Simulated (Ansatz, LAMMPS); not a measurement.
# Relaxing a frame of liquid Al9Ni from 1795 K (100 atoms)

Wanted: the relaxed structure of a frame of liquid Al9Ni from 1795 K (100 atoms) and its electronic structure.

Method: Kohn-Sham DFT, PBE, PAW (set soft_2), plane waves, in Ansatz 0.2.0.

This is a report of a sequence of runs, with most program output left out.

### 1. Set-up

The cell holds 100 atoms: 90 Al and 10 Ni. Cell: a = 12.363 Å, b = 12.363 Å, c = 12.363 Å, α = 90.0°, β = 90.0°, γ = 90.0°. 100 atoms (90 Al, 10 Ni) placed at random at 2.65 g/cm³, melted at 2295 K for 20 ps at fixed volume with the EAM Ni-Al-H potential (Angelo, Moody and Baskes, Modell. Simul. Mater. Sci. Eng. 3, 289 (1995)). Snapshot at the end of a hold of 20 ps at 1795 K and fixed volume.

What the set-up can't give: The network of bonds at the start is that of the classical potential that made the cell.

### 2. How the cell was made

A classical potential makes the cell, at a small fraction of what the same run would cost in DFT.

This step: classical MD, EAM Ni-Al-H potential (Angelo, Moody and Baskes, Modell. Simul. Mater. Sci. Eng. 3, 289 (1995)) (LAMMPS 22 Jul 2025 - Update 4).

File in.lmp:

```
# melt-quench of Al90Ni10
units metal
atom_style atomic
boundary p p p
region box block 0 12.3626 0 12.3626 0 12.3626
create_box 2 box
mass 1 26.9815   # Al
mass 2 58.6934   # Ni
create_atoms 1 random 90 285312 NULL overlap 1.92 maxtry 2000
create_atoms 2 random 10 285319 NULL overlap 1.92 maxtry 2000
pair_style eam/alloy
pair_coeff * * NiAlH_jea.eam.alloy Al Ni
neigh_modify delay 0 every 1 check yes
thermo_style custom step time temp pe press density
thermo_modify norm yes
timestep 0.002
thermo 100
min_style cg
minimize 1e-4 1e-4 200 2000
reset_timestep 0
velocity all create 2295 285313 mom yes dist gaussian
fix lim all nve/limit 0.05
fix lan all langevin 2295 2295 0.2 285314 zero yes
thermo 500
run 1000 post no
unfix lim
unfix lan
thermo 1666
fix md all nvt temp 2295 2295 0.2
run 10000 post no
unfix md
thermo 1666
fix md all nvt temp 2295 1795 0.2
run 5000 post no
unfix md
compute msd all msd com yes
thermo 2500
fix md all nvt temp 1795 1795 0.2
run 10000 post no
print "== T1795: mean square displacement over the hold $(c_msd[4]:%.2f) A^2"
unfix md
uncompute msd
write_dump all custom T1795.dump id type xs ys zs modify sort id
```

Launch:

```sh
> lmp -in in.lmp -log none -nocite
```

Run time: 2.6 s. Hardware: 1 thread of Arm Neoverse V2, shared host; peak memory 0.069 GiB.

### 3. Single point at the start

The forces at the start show how far the geometry lies from a minimum of this functional.

File input.yaml:

```yaml
crystal:
  lattice:
    - [12.3626, 0.0, 0.0]
    - [0.0, 12.3626, 0.0]
    - [0.0, 0.0, 12.3626]
  atoms:
    - { symbol: Al, position: [0.2991, 0.77586, 0.00061] }
    - { symbol: Al, position: [0.13204, 0.4629, 0.15408] }
    - { symbol: Al, position: [0.04098, 0.31026, 0.88083] }
    - { symbol: Al, position: [0.9343, 0.24657, 0.58013] }
    - { symbol: Al, position: [0.39158, 0.314, 0.47487] }
    - { symbol: Al, position: [0.78343, 0.15553, 0.81785] }
    - { symbol: Al, position: [0.20781, 0.42186, 0.55629] }
    - { symbol: Al, position: [0.8843, 0.50494, 0.88094] }
    - { symbol: Al, position: [0.06928, 0.01522, 0.22127] }
    - { symbol: Al, position: [0.98902, 0.85796, 0.78019] }
    - { symbol: Al, position: [0.85747, 0.41757, 0.49814] }
    - { symbol: Al, position: [0.67462, 0.11035, 0.45405] }
    - { symbol: Al, position: [0.58636, 0.83982, 0.73452] }
    - { symbol: Al, position: [0.63452, 0.85259, 0.99918] }
    - { symbol: Al, position: [0.14131, 0.79821, 0.5685] }
    - { symbol: Al, position: [0.3167, 0.48399, 0.33006] }
    - { symbol: Al, position: [0.34308, 0.32544, 0.73744] }
    - { symbol: Al, position: [0.09259, 0.80509, 0.35382] }
    - { symbol: Al, position: [0.58527, 0.15727, 0.26021] }
    - { symbol: Al, position: [0.05996, 0.36497, 0.42452] }
    - { symbol: Al, position: [0.0176, 0.17513, 0.04552] }
    - { symbol: Al, position: [0.21255, 0.04109, 0.37967] }
    - { symbol: Al, position: [0.60525, 0.45404, 0.80859] }
    - { symbol: Al, position: [0.45699, 0.55487, 0.47472] }
    - { symbol: Al, position: [0.79414, 0.00052, 0.96888] }
    - { symbol: Al, position: [0.84525, 0.29344, 0.98017] }
    - { symbol: Al, position: [0.69992, 0.47587, 0.97528] }
    - { symbol: Al, position: [0.86948, 0.24183, 0.33184] }
    - { symbol: Al, position: [0.29368, 0.85725, 0.76618] }
    - { symbol: Al, position: [0.58592, 0.16783, 0.01351] }
    - { symbol: Al, position: [0.63957, 0.65081, 0.65457] }
    - { symbol: Al, position: [0.8022, 0.7292, 0.82979] }
    - { symbol: Al, position: [0.784, 0.95026, 0.73773] }
    - { symbol: Al, position: [0.37422, 0.46727, 0.10151] }
    - { symbol: Al, position: [0.14936, 0.65635, 0.78162] }
    - { symbol: Al, position: [0.82468, 0.60759, 0.63865] }
    - { symbol: Al, position: [0.13473, 0.611, 0.30548] }
    - { symbol: Al, position: [0.30332, 0.06003, 0.20148] }
    - { symbol: Al, position: [0.70565, 0.44575, 0.25794] }
    - { symbol: Al, position: [0.4452, 0.90265, 0.17789] }
    - { symbol: Al, position: [0.01362, 0.10462, 0.72232] }
    - { symbol: Al, position: [0.14302, 0.50057, 0.95935] }
    - { symbol: Al, position: [0.9145, 0.59467, 0.37358] }
    - { symbol: Al, position: [0.30483, 0.61271, 0.62968] }
    - { symbol: Al, position: [0.33763, 0.28906, 0.18723] }
    - { symbol: Al, position: [0.20993, 0.08167, 0.81714] }
    - { symbol: Al, position: [0.90517, 0.03015, 0.43403] }
    - { symbol: Al, position: [0.53776, 0.22826, 0.81916] }
    - { symbol: Al, position: [0.12917, 0.14077, 0.53917] }
    - { symbol: Al, position: [0.10067, 0.33351, 0.69749] }
    - { symbol: Al, position: [0.09828, 0.60682, 0.50692] }
    - { symbol: Al, position: [0.34309, 0.53468, 0.81682] }
    - { symbol: Al, position: [0.44437, 0.90836, 0.92496] }
    - { symbol: Al, position: [0.36234, 0.1049, 0.65511] }
    - { symbol: Al, position: [0.05628, 0.67804, 0.94916] }
    - { symbol: Al, position: [0.87167, 0.89831, 0.27063] }
    - { symbol: Al, position: [0.3424, 0.86109, 0.39299] }
    - { symbol: Al, position: [0.68261, 0.2005, 0.63428] }
    - { symbol: Al, position: [0.56209, 0.34308, 0.36049] }
    - { symbol: Al, position: [0.43111, 0.77282, 0.55048] }
    - { symbol: Al, position: [0.87064, 0.82633, 0.05267] }
    - { symbol: Al, position: [0.53978, 0.00676, 0.53778] }
    - { symbol: Al, position: [0.11569, 0.25711, 0.2208] }
    - { symbol: Al, position: [0.6843, 0.60923, 0.13527] }
    - { symbol: Al, position: [0.47944, 0.45317, 0.64032] }
    - { symbol: Al, position: [0.72281, 0.31633, 0.12494] }
    - { symbol: Al, position: [0.00503, 0.99829, 0.981] }
    - { symbol: Al, position: [0.422, 0.66546, 0.11822] }
    - { symbol: Al, position: [0.08807, 0.78801, 0.12233] }
    - { symbol: Al, position: [0.49159, 0.54117, 0.95659] }
    - { symbol: Al, position: [0.26895, 0.98554, 0.57432] }
    - { symbol: Al, position: [0.82831, 0.37916, 0.73186] }
    - { symbol: Al, position: [0.53333, 0.02462, 0.74115] }
    - { symbol: Al, position: [0.24074, 0.97538, 0.99278] }
    - { symbol: Al, position: [0.81042, 0.7106, 0.26156] }
    - { symbol: Al, position: [0.6131, 0.75977, 0.21549] }
    - { symbol: Al, position: [0.93873, 0.58291, 0.13446] }
    - { symbol: Al, position: [0.26899, 0.74109, 0.20629] }
    [... 16 atom lines left out ...]
    - { symbol: Ni, position: [0.27469, 0.67672, 0.45182], spin: 0.6 }
    - { symbol: Ni, position: [0.37006, 0.09855, 0.94556], spin: 0.6 }
    - { symbol: Ni, position: [0.51582, 0.29935, 0.13279], spin: 0.6 }
    - { symbol: Ni, position: [0.042, 0.15762, 0.37758], spin: 0.6 }
    - { symbol: Ni, position: [0.44319, 0.33668, 0.95968], spin: 0.6 }
    - { symbol: Ni, position: [0.48347, 0.55594, 0.27367], spin: 0.6 }
magnetization:
  spin_polarized: true
kpoints:
  mp_grid: { grid: [2, 2, 2] }
hamiltonian:
  xc: pbe
scf:
  occupations: { method: cold, width: 0.15 }
  lower_state_search: "off"
output:
  forces: true
```

Launch:

```sh
> ansatz run input.yaml --threads 16 --pin off --max-ram 31232MiB --backend cpu --events-out ev --progress --plain --runs-dir out
```

Wall time 2.4 min (16 threads of Arm Neoverse V2, shared host); peak memory 25 GiB; 38 min of CPU time.

The program notes that starting moments were not kept, it cut back its work space to fit the memory limit and the stability of the SCF solution was not settled.

The run gave:

| Property | Result |
| --- | --- |
| free energy | -106741.8718 eV |
| free energy per atom | -1067.4187 eV/atom |
| SCF cycles | 33 |
| r.m.s. force component | 1.008 eV/Å |
| longest force | 5.204 eV/Å |
| Fermi energy | 6.601 eV |

The r.m.s. force component of 1.0 eV/Å sets the starting point.

Neighbours are counted within 3.48 Å (Al-Al), 3.48 Å (Al-Ni), 3.48 Å (Ni-Ni), cutoffs set anew for this text.

Length of the force by element and coordination:

```
element  coordination  atoms  mean length of the force (eV/Å)  spread  least   most
     Al           all     90                             1.48   0.970  0.211   5.20
     Al             6      3                             1.77   0.294   1.36   2.06
     Al             7      2                             1.32   0.201   1.12   1.52
     Al             8     20                             1.48   0.828  0.211   3.00
     Al             9     25                             1.51     0.9  0.371   5.15
     Al            10     22                             1.58    1.31  0.274   5.20
     Al            11     12                             1.35   0.951  0.363   3.89
     Al            12      6                             1.23   0.339  0.922   1.76
     Ni           all     10                             1.30   0.717  0.570   2.74
     Ni             8      1                             1.55       0   1.55   1.55
     Ni             9      2                            0.906   0.150  0.756   1.06
     Ni            10      3                             1.94   0.975  0.570   2.74
     Ni            11      3                            0.841  0.0163  0.819  0.859
     Ni            12      1                             1.31       0   1.31   1.31
```

### 4. Relaxation

The atoms are relaxed in the fixed cell, aiming at the force tolerance of the input.

input.yaml, as its differences from that of step 3:

```diff
@@ -18 +18,4 @@
   forces: true
+relax:
+  f_tol: 0.05
+  max_steps: 64
```

Run time: 63 min. Hardware: 16 threads; peak memory 25 GiB.

The steps of the relaxation (22 of 51):

```
step  energy less that of the first step (eV)  largest force component (eV/Å)
   1                                   0.0000                          4.2976
   3                                 -15.8810                          0.9607
   6                                 -20.9643                          0.3564
   8                                 -22.8731                          0.2791
  11                                 -24.3503                          0.1462
  13                                 -25.1188                          0.1363
  15                                 -25.7178                          0.1808
  18                                 -26.3842                          0.2395
  20                                 -26.9383                          0.1484
  22                                 -27.4380                          0.1259
  25                                 -28.1498                          0.1171
  27                                 -28.4975                          0.1626
  30                                 -28.8862                          0.1546
  32                                 -29.1300                          0.0876
  34                                 -29.2460                          0.0486
  37                                 -29.2979                          0.0536
  39                                 -29.3386                          0.0603
  41                                 -29.4177                          0.0423
  44                                 -29.4964                          0.1240
  46                                 -29.6343                          0.1048
  49                                 -29.7794                          0.0586
  51                                 -29.8060                          0.0259
```

Relaxation steps 35, 50 were tried and not accepted.

The atoms that moved most (Å):

```csv
atom,dx,dy,dz,length
Al64,0.460,-0.605,-2.570,2.681
Al83,1.880,1.658,0.149,2.512
Al52,-0.159,-0.317,2.357,2.384
Al14,-1.955,-0.466,-0.749,2.145
Al34,2.094,0.401,-0.201,2.142
Al38,-1.438,-1.393,-0.533,2.072
Al63,1.439,-1.263,0.277,1.934
Al25,-1.795,-0.358,0.546,1.910
```

The relaxation changed the energy by -298 meV/atom, and atoms moved by 1.2 Å r.m.s., 2.7 Å at most.

### 5. Structure statistics after relaxation

Bonds before and after, by the cutoffs listed below:

```csv
pair,bonds before,bonds after,mean before (Å),mean after (Å),spread before (Å),spread after (Å)
Al-Al,407,431,2.973,2.966,0.342,0.205
Al-Ni,91,86,2.771,2.567,0.341,0.179
Ni-Ni,6,5,2.531,2.835,0.321,0.154
```

Density 2.65 g/cm³, 18.89 Å³ an atom.

Pair distribution functions g(r), in bins of 0.2 Å:

```csv
r (Å),total,Al-Al,Al-Ni,Ni-Ni
2.30,0.08,0.00,0.45,0.00
2.50,1.42,0.00,7.88,0.00
2.70,2.27,2.19,2.39,6.16
2.90,3.67,4.48,0.09,1.70
3.10,1.29,1.56,0.08,1.59
3.30,0.51,0.63,0.00,0.00
3.50,0.33,0.38,0.14,0.00
3.70,0.43,0.47,0.24,0.00
3.90,0.45,0.47,0.21,2.96
4.10,0.70,0.75,0.49,0.86
4.30,0.93,0.78,1.67,0.00
4.50,1.28,1.04,2.38,0.72
4.70,1.49,1.50,1.41,2.02
4.90,1.13,1.11,1.16,1.90
5.10,0.95,0.96,0.93,0.58
5.30,1.05,1.01,1.25,1.07
5.50,1.06,1.14,0.78,0.00
5.70,0.92,1.01,0.54,0.47
5.90,0.93,1.02,0.60,0.00
6.10,0.78,0.82,0.61,1.24
```

Bonds by pair of elements; cutoffs follow the first minimum of g(r), held within bounds set by covalent radii, and pairs that aren't listed don't count as bonded:

| pair A-B | cutoff (Å) | bonds | mean length (Å) | spread (Å) | shortest (Å) | B about A | A about B |
| --- | --- | --- | --- | --- | --- | --- | --- |
| Al-Al | 3.58 | 431 | 2.97 | 0.205 | 2.64 | 9.58 | 9.58 |
| Al-Ni | 3.53 | 86 | 2.57 | 0.179 | 2.33 | 0.956 | 8.6 |
| Ni-Ni | 3.58 | 5 | 2.83 | 0.154 | 2.65 | 1 | 1 |

How many atoms have how many bonded neighbours:

| element | mean | 7 | 8 | 9 | 10 | 11 | 12 | 13 | 14 |
| --- | --- | --- | --- | --- | --- | --- | --- | --- | --- |
| Al | 10.5 | 1 | 4 | 18 | 17 | 28 | 18 | 3 | 1 |
| Ni | 9.6 | 0 | 1 | 4 | 3 | 2 | 0 | 0 | 0 |

Bond length by coordination (bonds to H left out):

```csv
element,coordination,atoms,mean bond length (Å)
Al,7,1,2.81
Al,8,4,2.89
Al,9,18,2.86
Al,10,17,2.93
Al,11,28,2.94
Al,12,18,2.95
Al,13,3,3.01
Al,14,1,3.06
Ni,8,1,2.52
Ni,9,4,2.54
Ni,10,3,2.62
Ni,11,2,2.68
```

Counting bonds as in the table, 31 % of Al atoms have 11 and 40 % of Ni atoms have 9 bonded neighbours.

(Part 1 of 2 ends here.)

[Logs are printed without paths, hosts, clocks, repeated set-up lines and the standing remarks that a program may print on its own settings, such as how far it seeks lower states.]

[Hosts, paths, dates, database ids (printed as entryN), source tags and the programs' standing remarks are cut or masked in the printed files.]
